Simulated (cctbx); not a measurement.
## What is wrong with this refinement?

Cell a = 6.1460 Å, b = 3.6760 Å, c = 12.6440 Å, α = 90.00°, β = 100.48°, γ = 90.00°; space group P2_1/m (no. 11). The compound is Cr4Ge5.

The data are simulated with cctbx, not measured: Cu Kα, λ = 1.54184 Å, to d = 0.83 Å, 80 % of the full sphere, strongest reflection 70000 counts, noise from counting, a 3 % proportional error and a noise floor of 2 counts (s.d.); no absorption.

An anisotropic refinement with weights 1/σ² prints:

```text
Rint 0.021, 603 unique reflections to 0.83 A
cycle     R1     wR2    GooF  max shift (A)
   1  0.0249  0.0685   2.356   0.00047
   2  0.0130  0.0326   1.121   0.00000
final R1 0.0130 wR2 0.0326 GooF 1.121  parameters 54  data/parameter 11.2
atom        x        y        z      Ueq    occ   su(xyz)  su(Uiso or U11)
Ge1    0.11714  0.25000  0.57761   0.0063  1.000  0.00007  0.0002
Ge2    0.02105  0.75000  0.86026   0.0070  1.000  0.00007  0.0002
Ge3    0.53828  0.25000  0.77579   0.0054  1.000  0.00007  0.0002
Ga1    0.37082  0.25000  0.36391   0.0027  1.000  0.00007  0.0002
Ge4    0.49054  0.75000  0.92075   0.0070  1.000  0.00007  0.0002
Cr1    0.71630  0.25000  0.26882   0.0070  1.000  0.00010  0.0003
Cr2    0.78485  0.25000  0.94952   0.0061  1.000  0.00010  0.0003
Cr3    0.11034  0.75000  0.27237   0.0076  1.000  0.00011  0.0003
Cr4    0.70577  0.25000  0.49374   0.0076  1.000  0.00010  0.0003
difference map: max 0.71 min -0.39 rms 0.12
Q1    0.3927  0.2500  0.3408    2    0.73  0.34 A from Ga1
Q2    0.1370  0.7500  0.7371    2    0.41  0.92 A from Cr1
Q3    0.3314  0.7500  0.0362    2    0.38  0.77 A from Cr2
Q4    0.3359  0.0953  0.7167    4    0.38  1.33 A from Cr1
Q5    0.0419  0.5333  0.0847    4    0.38  1.35 A from Ge2
Q6    0.2327  0.2500  0.6416    2    0.37  0.97 A from Ge1
```

Q: Accept it or mend it, and why?

Mend it. The fault: wrong element: Ga1 is Ge. Against the right model at the same level, R1 goes from 0.0116 to 0.0130 and GooF from 0.97 to 1.12 and U of Ga1 shrinks from 0.0060 to 0.0027 Å². Ga1 has 1 electron too few and its U shrinks to make up, as expected (near an absorption edge f′ can widen the mismatch well beyond the difference in Z).

The compound is Cr4Ge5. The right model at the same level gives:

```text
Rint 0.021, 603 unique reflections to 0.83 A
cycle     R1     wR2    GooF  max shift (A)
   1  0.0120  0.0290   0.996   0.00014
   2  0.0116  0.0282   0.970   0.00000
final R1 0.0116 wR2 0.0282 GooF 0.970  parameters 54  data/parameter 11.2
atom        x        y        z      Ueq    occ   su(xyz)  su(Uiso or U11)
Ge1    0.11712  0.25000  0.57760   0.0061  1.000  0.00006  0.0002
Ge2    0.02108  0.75000  0.86025   0.0069  1.000  0.00006  0.0002
Ge3    0.53826  0.25000  0.77580   0.0052  1.000  0.00006  0.0002
Ge4    0.37082  0.25000  0.36391   0.0060  1.000  0.00006  0.0002
Ge5    0.49060  0.75000  0.92075   0.0069  1.000  0.00006  0.0002
Cr1    0.71628  0.25000  0.26879   0.0068  1.000  0.00009  0.0003
Cr2    0.78487  0.25000  0.94955   0.0059  1.000  0.00009  0.0003
Cr3    0.11033  0.75000  0.27234   0.0075  1.000  0.00009  0.0003
Cr4    0.70581  0.25000  0.49374   0.0074  1.000  0.00009  0.0003
difference map: max 0.38 min -0.41 rms 0.11
Q1    0.1334  0.7500  0.7338    2    0.40  0.93 A from Cr1
Q2    0.3322  0.7500  0.0413    2    0.38  0.75 A from Cr2
Q3    0.0278  0.5430  0.0835    4    0.38  1.35 A from Ge2
Q4    0.2264  0.2500  0.6485    2    0.37  1.02 A from Ge1
Q5    0.0341  0.2500  0.1058    2    0.36  0.59 A from Ge2
Q6    0.3348  0.0998  0.7235    4    0.36  1.33 A from Cr1
```

The model is made up (kin elements in a known structure type, no relaxation), so it says nothing on whether the phase exists.

[Middle refinement cycles are left out of these outputs.]

[Logs are printed without paths, hosts, clocks, repeated set-up lines and the standing remarks that a program may print on its own settings, such as how far it seeks lower states.]
